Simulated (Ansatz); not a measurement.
**Changed inputs in constrained RPA: BaRhO3 (cubic perovskite) (Pm-3m)**

Aim: hold the target of a cRPA run on BaRhO3 (cubic perovskite) (Pm-3m) and move one thing at a time.

Program: Ansatz 0.2.0. Level of theory: constrained RPA on LDA, plane waves, PAW. Results are calculated unless marked as measured.

The structure was built from a prototype and need not be the compound's stable phase.

### 1. Set-up

It takes space group Pm-3m (No. 221, cubic). The conventional cell has a = 3.943 Å, b = 3.943 Å, c = 3.943 Å, α = 90.00°, β = 90.00°, γ = 90.00°. Nearest to Ba lie 12 O at 2.79 Å. Nearest to Rh lie 6 O at 1.97 Å. Nearest to O lie 2 Rh at 1.97 Å and 4 Ba at 2.79 Å. Farther neighbours and most contacts between anions are not listed.

The structure was relaxed with LDA. The structure type comes from a generator and need not be one that this composition takes. The structure was generated from a model, not taken from a measurement. The runs that relaxed it are not among those shown. The program's search for lower electronic states was switched off, so nothing shows that the state found is the lowest. Spin-orbit coupling is left out unless a step names it. The default PAW set here is soft_2. Its files were made with PBE.

### 2. Base: Rh d + anion p, bands v12 to c2, 4×4×4 mesh, medium accuracy

Constrained RPA screens the interaction with every transition except those inside the target bands, which a later many-body model would treat itself.

input.yaml

```yaml
crystal:
  lattice:
    - [0.0, -3.94311123, 0.0]
    - [0.0, 0.0, 3.94311123]
    - [-3.94311123, 0.0, 0.0]
  atoms:
    - { symbol: Ba, position: [0.0, 0.0, 0.0] }
    - { symbol: Rh, position: [0.5, 0.5, 0.5] }
    - { symbol: O, position: [0.5, 0.5, 0.0] }
    - { symbol: O, position: [0.5, 0.0, 0.5] }
    - { symbol: O, position: [0.0, 0.5, 0.5] }
kpoints:
  mp_grid: { grid: [8, 8, 8] }
hamiltonian:
  xc: lda
scf:
  occupations: { method: gaussian, width: 0.08 }
  n_extra_bands: 19
  max_iter: 150
  lower_state_search: "off"
output:
  crpa:
    kmesh: [4, 4, 4]
    target_bands: [v12, c2]
    projections: [{ species: Rh, l: d, shell: 4 }, { species: O, l: p, shell: 2 }]
  local_orbitals:
    kmesh: [8, 8, 8]
    orbitals: [{ species: Rh, l: d, shell: 4 }, { species: O, l: p, shell: 2 }]
    window: { bands: [v12, c2] }
    seedname: lo
```

Command:

```
> ansatz run input.yaml --threads 4 --pin off --max-ram 9216MiB --backend cpu --events-out ev --progress --plain --runs-dir out
```

Numbers of over 12 decimals in the logs are rounded to 6 here.

The log of the run:

```text
scf.n_extra_bands = 19 over 23 filled bands (N_el = 45.0): the run solves 42 bands
Engine: ansatz 0.2.0, aarch64-unknown-linux-gnu
Pseudopotentials: kind: paw
Pseudopotential: Ba, paw, valence charge 10, recommended cutoff 420 eV (normal), Ba.paw.azcp
Pseudopotential: Rh, paw, valence charge 17, recommended cutoff 420 eV (normal), Rh.paw.azcp
Pseudopotential: O, paw, valence charge 6, recommended cutoff 420 eV (normal), O.paw.azcp
Functional definition: SPW92
  exchange = slater_x
  correlation = pw_c
Crystal: 5 atoms, lattice volume = 61.308 Å³
Basis set: ecut = 420 eV, 1213 PW (Γ)
Bands: 42, of which v1, the nominal top of the filled ones, is band 23 counted from 1 (22 counted from 0)
Symmetry: 48 space group operations
Space group: Pm-3m (ITA 221), of the structure as read, at distance tolerance 3.9e-5 Å
k-points: 35 of 512
Non-local potential: Ba, projectors of the file, l = 0: 3, l = 1: 2, l = 2: 2, l = 3: 2
Non-local potential: Rh, projectors of the file, l = 0: 3, l = 1: 2, l = 2: 2, l = 3: 1
Non-local potential: O, projectors of the file, l = 0: 2, l = 1: 2, l = 2: 1
PAW form: soft (Blöchl's): semilocal exchange-correlation on the pseudo side does not see the compensation charge
PAW frozen core: Ba, regenerated for the run's functional, and the local potential with it (the file was generated under x = pbe(κ = 0.804, μ = 0.219515), c = pbe(β = 0.066725))
PAW frozen core: Rh, regenerated for the run's functional, and the local potential with it (the file was generated under x = pbe(κ = 0.804, μ = 0.219515), c = pbe(β = 0.066725))
PAW frozen core: O, regenerated for the run's functional, and the local potential with it (the file was generated under x = pbe(κ = 0.804, μ = 0.219515), c = pbe(β = 0.066725))
PAW one-centre angular grid: Ba, 194 points (default); XC on 64 Gauss nodes
PAW one-centre angular grid: Rh, 590 points (default); XC on 64 Gauss nodes
PAW one-centre angular grid: O, 110 points (default); XC on 64 Gauss nodes
Initial density: superposition of atomic densities (neutral atoms: chi_scale 0, normalization atom), corrected by the library's trained network
Initial wavefunctions: pseudopotential atomic-orbital guess
Functional: x = slater, c = lda
SCF iter   1: F=—  HF=-13724.906905 eV  |F-HF|=—  |Δ(HF+E_count)|=         —  Δρ=1.92e-2  dr2=2.03e-1  ethr=1.77e-3  ⟨swp⟩=6.9  Hψ=7535  notcnv=0  defer=243
preconditioner: auto → Kerker (q_TF=auto, 2.591 Å⁻¹)  [metal: Δε(μ)=0.019 eV  Ē_g=17.557 eV  σ=0.080 eV  W_gap=0.14  n_scr=18 (ndim 8)  ℏωp=28.8 eV  f_vac=0.000  D(μ)=6.66/eV (n_scr^D=80)]
SCF iter   2: F=—  HF=-13724.872277 eV  |F-HF|=—  |Δ(HF+E_count)|=   3.46e-2  Δρ=1.03e-2  dr2=6.36e-2  ethr=4.51e-4  ⟨swp⟩=1.9  Hψ=1927  notcnv=0  defer=425
[...]
--- Per-component energies (eV) ---
  E_band       = -162.060858
  E_kinetic    = 1266.775288
  E_local      = -3521.613954  (includes V_loc(G=0)·N_el)
  E_nonlocal   = 569.590973
  E_hartree    = 1319.683125
  E_xc         = -606.561515
  E_vxc        = -695.710386  (∫ρ·V_xc dr)
  E_paw        = -8961.398800  (= ΣΔE_a)
  E_vpaw       = -420.486121  (= ΣTr[D̂ρ^β])
  E_aug_tail   = 0.008384  (compensation charges beyond the density's cutoff)
  E_ewald      = -3792.514314
  E_core_change = 1.195762  (= ΣΔE_core)
  E_smearing   = -0.022431  (= −TS)
  E_closure    = -0.000000  (closes the sum)
  Σ components = -13724.857483   (vs F -13724.857483, Δ=0.00e0)
--- Band table (eV; the first three rows and the last of 35) ---
  k-point 0: bands = [... 19 lower, 10.4653, 11.4074, 11.4074, 11.4074, 12.3571, 12.3571, 17.0162, 17.0162, ... 15 higher]
  k-point 1: bands = [... 19 lower, 10.8456, 10.8547, 11.5793, 11.5793, 12.3591, 13.3085, 17.3084, 17.3282, ... 15 higher]
  k-point 2: bands = [... 19 lower, 10.8314, 10.8314, 12.2309, 12.2309, 12.3628, 14.5156, 18.0253, 18.1522, ... 15 higher]
  k-point 34: bands = [... 19 lower, 11.6684, 13.7698, 13.7698, 13.7698, 18.1664, 18.1664, 18.7598, 18.7598, ... 15 higher]
--- cRPA (band scheme, projected local orbitals): target bands 12..25 (1-based), 14 Wannier function(s), 4×4×4 mesh, 50 bands' worth read of 55 solved, ecut_chi 136.0 eV, v(q+G=0) probe_charge, pair densities all_electron ---
  bands read: the sum over 50 bands ends inside a degenerate multiplet in 8 slots, whose members it reads at an even weight; the widest, k=42: bands 49 to 51 (counted from 1) at 2/3 each
  χ-basis size per q: N_G = 208..251
  window electrons = 23.0000, filled by tetrahedron_uncorrected; constrained ε̄⁻¹(q = 0, 0) head = 0.309560; min gauge Gram eig = 0.7694
  Kanamori averages over each shell's own Wannier functions (sites counted from 0, functions from 1):
  Each shell's averages of U are screened by what lies outside the whole window alone: parameters of one model of all the shells.
    Site 1, 4D, 5 of 5 d orbitals (Wannier functions 1, 2, 3, 4, 5; wannier90's mr 1, 2, 3, 4, 5):
      screened: U = 7.7135 eV, U' = 6.6375 eV, J = 0.5372 eV
      screened, to within: U = 1.6e-2 eV, U' = 1.6e-2 eV, J = 9.4e-4 eV
      bare: V = 17.7386 eV, V' = 16.3487 eV, J = 0.6846 eV
    Site 2, 2P, 3 of 3 p orbitals (Wannier functions 6, 7, 8; wannier90's mr 1, 2, 3):
      screened: U = 6.9085 eV, U' = 5.5306 eV, J = 0.6888 eV
      screened, to within: U = 1.3e-2 eV, U' = 1.3e-2 eV, J = 1.2e-3 eV
      bare: V = 18.5314 eV, V' = 16.7629 eV, J = 0.8821 eV
    Site 3, 2P, 3 of 3 p orbitals (Wannier functions 9, 10, 11; wannier90's mr 1, 2, 3):
      screened: U = 6.9085 eV, U' = 5.5306 eV, J = 0.6888 eV
      screened, to within: U = 1.3e-2 eV, U' = 1.3e-2 eV, J = 1.2e-3 eV
      bare: V = 18.5314 eV, V' = 16.7629 eV, J = 0.8821 eV
    Site 4, 2P, 3 of 3 p orbitals (Wannier functions 12, 13, 14; wannier90's mr 1, 2, 3):
      screened: U = 6.9085 eV, U' = 5.5306 eV, J = 0.6888 eV
      screened, to within: U = 1.3e-2 eV, U' = 1.3e-2 eV, J = 1.2e-3 eV
      bare: V = 18.5314 eV, V' = 16.7629 eV, J = 0.8821 eV
  Hermiticity witness max|P − P†| over intra, direct and exchange elements: 8.88e-15 eV (screened), 7.11e-15 eV (bare)
  Reality witness max|Im| over intra, direct and exchange elements: 4.12e-9 eV (screened), 5.05e-12 eV (bare)
[key lines of the parts left out:]
SCF converged after 7 iterations
Free energy (F): -13724.857483 eV
Fermi energy:    13.062008 eV
```

Run time: 3 min. Hardware: 4 threads of Arm Neoverse V1, shared host; peak memory 0.74 GiB; 12 min of CPU time.

This step gave:

```
U                                                 : 7.714 eV
U prime (inter-orbital)                           : 6.638 eV
J                                                 : 0.5372 eV
bare V                                            : 17.74 eV
bare J                                            : 0.6846 eV
stated bound on U                                 : 0.01550 eV
U over bare V                                     : 0.4348
electrons in the window                           : 23.00
head of the constrained inverse dielectric matrix : 0.3096
least eigenvalue of the projection's overlap      : 0.7694
target functions                                  : 14
bands in the sums                                 : 50
r.m.s. miss of the model bands                    : 6.17e-4 eV
width of the target bands                         : 12.75 eV
weight of the projected orbitals in the window    : 0.9308
```

On the Rh d shell, screening brings the on-site interaction from 17.7 eV down to U = 7.71 eV.

### 3. Changed: 2×2×2 mesh

input.yaml, the sections that differ from step 2:

```yaml
output:
  crpa:
    kmesh: [2, 2, 2]
    target_bands: [v12, c2]
    projections: [{ species: Rh, l: d, shell: 4 }, { species: O, l: p, shell: 2 }]
# crystal, kpoints, hamiltonian, scf: as in step 2
```

The log of the run:

```text
[...]
Crystal: 5 atoms, lattice volume = 61.308 Å³
Basis set: ecut = 420 eV, 1213 PW (Γ)
Bands: 42, of which v1, the nominal top of the filled ones, is band 23 counted from 1 (22 counted from 0)
Symmetry: 48 space group operations
[...]
k-points: 35 of 512
[...]
SCF iter   1: F=—  HF=-13724.906905 eV  |F-HF|=—  |Δ(HF+E_count)|=         —  Δρ=1.92e-2  dr2=2.03e-1  ethr=1.77e-3  ⟨swp⟩=6.9  Hψ=7535  notcnv=0  defer=243
[...]
SCF iter   7: F=-13724.857483 eV  HF=-13724.857483 eV  |F-HF|=5.45e-8  |Δ(HF+E_count)|=   7.37e-7  Δρ=1.00e-5  dr2=8.73e-8  ethr=2.22e-10  ⟨swp⟩=9.9  Hψ=7848  notcnv=0
SCF 1 converged in 7 iterations: F = -13724.857483 eV  dr2 = 8.73e-8
[...]
NSCF: frozen V_eff on 4 k-points
[...]
cRPA screening: q 1/8
cRPA screening: q 2/8
cRPA screening: q 5/8 (q-point 4)
cRPA screening: q 8/8
SCF converged after 7 iterations
Free energy (F): -13724.857483 eV
[...]
χ-basis size per q: N_G = 208..251
[...]
screened: U = 7.7912 eV, U' = 6.7062 eV, J = 0.5408 eV
      screened, to within: U = 1.3e-2 eV, U' = 1.3e-2 eV, J = 9.1e-4 eV
      bare: V = 17.9104 eV, V' = 16.5135 eV, J = 0.6889 eV
    Site 2, 2P, 3 of 3 p orbitals (Wannier functions 6, 7, 8; wannier90's mr 1, 2, 3):
      screened: U = 6.9108 eV, U' = 5.5184 eV, J = 0.6953 eV
      screened, to within: U = 1.2e-2 eV, U' = 1.2e-2 eV, J = 1.2e-3 eV
      bare: V = 18.8020 eV, V' = 17.0165 eV, J = 0.8890 eV
    Site 3, 2P, 3 of 3 p orbitals (Wannier functions 9, 10, 11; wannier90's mr 1, 2, 3):
      screened: U = 6.9108 eV, U' = 5.5184 eV, J = 0.6953 eV
      screened, to within: U = 1.2e-2 eV, U' = 1.2e-2 eV, J = 1.2e-3 eV
      bare: V = 18.8020 eV, V' = 17.0165 eV, J = 0.8890 eV
    Site 4, 2P, 3 of 3 p orbitals (Wannier functions 12, 13, 14; wannier90's mr 1, 2, 3):
      screened: U = 6.9108 eV, U' = 5.5184 eV, J = 0.6953 eV
      screened, to within: U = 1.2e-2 eV, U' = 1.2e-2 eV, J = 1.2e-3 eV
      bare: V = 18.8020 eV, V' = 17.0165 eV, J = 0.8890 eV
[...]
[key lines of the parts left out:]
Fermi energy:    13.062008 eV
```

Elapsed: 20 s, on 4 threads; peak memory 0.64 GiB.

Numbers from this step:

```yaml
u: 7.791 eV
u_prime_inter_orbital: 6.706 eV
j: 0.5408 eV
bare_v: 17.91 eV
bare_j: 0.6889 eV
stated_bound_on_u: 0.01256 eV
u_over_bare_v: 0.4350
electrons_in_the_window: 23.00
head_of_the_constrained_inverse_dielectric_matrix: 0.2873
least_eigenvalue_of_the_projection_s_overlap: 0.7694
target_functions: 14
bands_in_the_sums: 50
width_of_the_target_bands: 12.75 eV
weight_of_the_projected_orbitals_in_the_window: 0.9308
```

On the Rh d shell, screening brings the on-site interaction from 17.9 eV down to U = 7.79 eV.

### 4. Changed: smooth pair densities

Changes to input.yaml since step 3:

```diff
@@ -22,4 +22,5 @@
   crpa:
-    kmesh: [2, 2, 2]
+    kmesh: [4, 4, 4]
     target_bands: [v12, c2]
     projections: [{ species: Rh, l: d, shell: 4 }, { species: O, l: p, shell: 2 }]
+    pair_densities: pseudo
```

The log of the run:

```text
[...]
Crystal: 5 atoms, lattice volume = 61.308 Å³
Basis set: ecut = 420 eV, 1213 PW (Γ)
Bands: 42, of which v1, the nominal top of the filled ones, is band 23 counted from 1 (22 counted from 0)
Symmetry: 48 space group operations
[...]
k-points: 35 of 512
[...]
screened, sum over states alone: U = 7.5099 eV, U' = 5.8248 eV, J = 0.8420 eV
      bare: V = 18.5314 eV, V' = 16.7629 eV, J = 0.8821 eV
    Site 4, 2P, 3 of 3 p orbitals (Wannier functions 12, 13, 14; wannier90's mr 1, 2, 3):
      screened: U = 6.9229 eV, U' = 5.5296 eV, J = 0.6965 eV
      screened, to within: U = 1.6e-2 eV, U' = 1.6e-2 eV, J = 3.4e-4 eV
      screened, sum over states alone: U = 7.5099 eV, U' = 5.8248 eV, J = 0.8420 eV
      bare: V = 18.5314 eV, V' = 16.7629 eV, J = 0.8821 eV
[...]
[key lines of the parts left out:]
SCF converged after 7 iterations
Free energy (F): -13724.857483 eV
Fermi energy:    13.062008 eV
```

It took 2.8 min on 4 threads; peak memory 0.62 GiB.

Numbers from this step:

```
U                                                 : 7.748 eV
U prime (inter-orbital)                           : 6.639 eV
J                                                 : 0.5543 eV
bare V                                            : 17.74 eV
bare J                                            : 0.6846 eV
stated bound on U                                 : 0.01241 eV
U over bare V                                     : 0.4368
electrons in the window                           : 23.00
head of the constrained inverse dielectric matrix : 0.3099
least eigenvalue of the projection's overlap      : 0.7694
target functions                                  : 14
bands in the sums                                 : 50
width of the target bands                         : 12.75 eV
weight of the projected orbitals in the window    : 0.9308
```

On the Rh d shell, screening brings the on-site interaction from 17.7 eV down to U = 7.75 eV.

### 5. Changed: sums over states on smooth products

Changes to input.yaml since step 4:

```diff
@@ -25,2 +25,5 @@
     projections: [{ species: Rh, l: d, shell: 4 }, { species: O, l: p, shell: 2 }]
+    accuracy: sum_over_states
     pair_densities: pseudo
+    n_empty_bands: 46
+    ecut_chi: 136
```

The log of the run:

```text
[...]
Crystal: 5 atoms, lattice volume = 61.308 Å³
Basis set: ecut = 420 eV, 1213 PW (Γ)
Bands: 42, of which v1, the nominal top of the filled ones, is band 23 counted from 1 (22 counted from 0)
Symmetry: 48 space group operations
[...]
k-points: 35 of 512
[...]
screened: U = 7.2402 eV, U' = 5.5938 eV, J = 0.8235 eV
      bare: V = 18.5314 eV, V' = 16.7629 eV, J = 0.8821 eV
    Site 3, 2P, 3 of 3 p orbitals (Wannier functions 9, 10, 11; wannier90's mr 1, 2, 3):
      screened: U = 7.2402 eV, U' = 5.5938 eV, J = 0.8235 eV
      bare: V = 18.5314 eV, V' = 16.7629 eV, J = 0.8821 eV
    Site 4, 2P, 3 of 3 p orbitals (Wannier functions 12, 13, 14; wannier90's mr 1, 2, 3):
      screened: U = 7.2402 eV, U' = 5.5938 eV, J = 0.8235 eV
      bare: V = 18.5314 eV, V' = 16.7629 eV, J = 0.8821 eV
[...]
[key lines of the parts left out:]
SCF converged after 7 iterations
Free energy (F): -13724.857483 eV
Fermi energy:    13.062008 eV
```

Elapsed: 12 s, on 4 threads; peak memory 0.53 GiB; 43 s of CPU time.

This variant gives U = 8.17 eV against 7.71 eV. It is a finite sum over empty states with no bound on its error and stays out of the table below.

### 6. Changed: spin-orbit coupling, which the program doesn't serve

This step: constrained RPA on LDA with spin-orbit coupling, plane waves, PAW.

Changes to input.yaml since step 5:

```diff
@@ -20,2 +20,5 @@
   lower_state_search: "off"
+magnetization:
+  noncollinear: true
+  spin_orbit: true
 output:
@@ -25,5 +28 @@
     projections: [{ species: Rh, l: d, shell: 4 }, { species: O, l: p, shell: 2 }]
-    accuracy: sum_over_states
-    pair_densities: pseudo
-    n_empty_bands: 46
-    ecut_chi: 136
```

The log of the run:

```text
Error: output.crpa with magnetization.noncollinear: true — the cRPA pipeline runs scalar-band solve channels only (unpolarised or collinear) — spinor oscillator elements are not implemented; use a collinear or unpolarised deck, or drop the output.crpa: request
```

It took 0.03 s on 4 threads; peak memory 0.033 GiB.

The input was rejected at the start.

The program's message: “Error: output.crpa with magnetization.noncollinear: true — the cRPA pipeline runs scalar-band solve channels only (unpolarised or collinear) — spinor oscillator elements are not implemented; use a col …”

The fault put into this input: spin-orbit coupling, which the program doesn't serve.

(Continued in part 2 of 2.)

[Paths, hosts, dates, memory and timing lines, banners, echoed tables and standing remarks are left out of the program output.]

[Logs are printed without paths, hosts, clocks, repeated set-up lines and the standing remarks that a program may print on its own settings, such as how far it seeks lower states.]

[Runs of the session that timed out or met a known fault of the program may be left out.]

[Hosts, paths, dates, database ids (printed as entryN), source tags and the programs' standing remarks are cut or masked in the printed files.]
